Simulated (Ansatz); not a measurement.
# Cutoff, mesh or smearing: what limits a work function? Sc(0001), Sr(110), Mo(110), Rh(100), Hf(0001) and Pt(100)

One slab of each metal is run with one setting changed at a time. Which setting moves the work function most, and which can be cut?

Set-up. Ansatz 0.2.0, plane waves with PAW datasets (its set soft_2), PBE; unrelaxed symmetric slabs of 7 layers, 18 Å of vacuum. The reference has 420 eV, the mesh listed and Fermi-Dirac smearing of 0.1 eV; the other columns give the change in eV.

What came out:

| face | mesh | reference (eV) | 300 eV | 600 eV | mesh × 1/3 | mesh × 2/3 | mesh × 3/2 | Gaussian 0.05 | cold 0.1 | Methfessel-Paxton 0.2 | Fermi-Dirac 0.3 |
| --- | --- | --- | --- | --- | --- | --- | --- | --- | --- | --- | --- |
| Sc(0001) | 14×14 | 3.647 | 0.000 | 0.000 | +0.005 | −0.001 | 0.000 | −0.144 | −0.131 | −0.064 | +0.156 |
| Sr(110) | 7×10 | 2.586 | 0.000 | 0.000 | +0.045 | −0.002 | 0.000 | −0.061 | −0.064 | −0.041 | +0.206 |
| Mo(110) | 16×16 | 4.660 | +0.002 | 0.000 | −0.076 | −0.014 | +0.001 | +0.008 | −0.003 | −0.004 | +0.035 |
| Rh(100) | 15×15 | 5.055 | +0.007 | 0.000 | +0.067 | −0.003 | +0.001 | −0.004 | −0.002 | +0.002 | −0.042 |
| Hf(0001) | 15×15 | 4.360 | +0.006 | 0.000 | −0.013 | 0.000 | 0.000 | +0.043 | +0.043 | +0.028 | −0.038 |
| Pt(100) | 15×15 | 5.665 | +0.007 | 0.000 | −0.062 | −0.010 | +0.007 | +0.021 | +0.023 | +0.012 | −0.090 |

**Reading.** The largest change of a row comes from the hot smearing on 3 faces, from the coarsest mesh on 2 and from another setting on 1. Runs at 200 eV and on a still coarser mesh, made as deliberately poor settings, are not listed. 600 eV moves no value by more than 0.001 eV, and 300 eV none by more than 0.007 eV. A mesh with a third of the points along each axis is off by up to 0.08 eV (Mo(110)) and two thirds by up to 0.014 eV; three halves still move Pt(100) by 0.007 eV. The three narrow or corrected schemes, nearer to zero temperature, lie −0.11 to +0.04 eV from the reference on average. Fermi-Dirac smearing of 0.3 eV, an electron temperature near 3,500 K, moves Sr(110) by 0.21 eV.

**Limits.** Where those three schemes disagree, their widths or the mesh may be the cause; they were not run on a finer mesh. One setting changes at a time, and errors need not add; the faces are unrelaxed and unreconstructed. The table is a selection: not every member that was run is listed.
